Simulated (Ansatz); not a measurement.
# Does disorder add resistance in series? Cu(111) layers displaced at 500 K

Two lengths of the disordered region are known. What area resistance does the third give?

**Method.** Ansatz 0.2.0, plane waves with PAW datasets at their recommended cutoffs (420 eV for most), Fermi-Dirac smearing; ballistic transmission by layer matching. The area resistance is RA = A (h/2e²)(1/T − 1/N), with T the zone-mean transmission per spin and N the lead's channels, both averaged over a few energies near the Fermi level; for magnets each spin is taken apart, with h/e², and the two conduct in parallel. Lateral cell 2x2, PBE, a fresh random draw for each length. Atoms are displaced independently, by 0.0993 Å r.m.s. per direction; each RA is scaled by the nominal over the drawn mean square displacement.

Results; the value marked ? is to be predicted:

```tsv
length (Å)	channels N	RA (fΩ m²)
8.35	3.210	0.0452
16.7	3.210	0.0771
25.0	3.197	?
```

**Fit on the rows shown.**

Ohm's law makes RA linear in the length: the slope is (0.0771 − 0.0452)/(16.7 − 8.35) = 3.83×10⁻³ fΩ m² per Å, or 3.8 µΩ cm. Then 0.0771 + 3.83×10⁻³ × 8.35. Predicted: 0.109 fΩ m².

**The withheld run.**

0.131 fΩ m², so the prediction is 17 % too low. The three lengths together give 5.2 µΩ cm. Single draws scatter; these runs don't part the causes of the miss, and leave the question open.

**Limits.** The scatterers repeat sideways with the small cell. The slope is a raw one; a model of isotropic scattering puts it 1.17 times the bulk value over these lengths.

[Logs are printed without paths, hosts, clocks, repeated set-up lines and the standing remarks that a program may print on its own settings, such as how far it seeks lower states.]
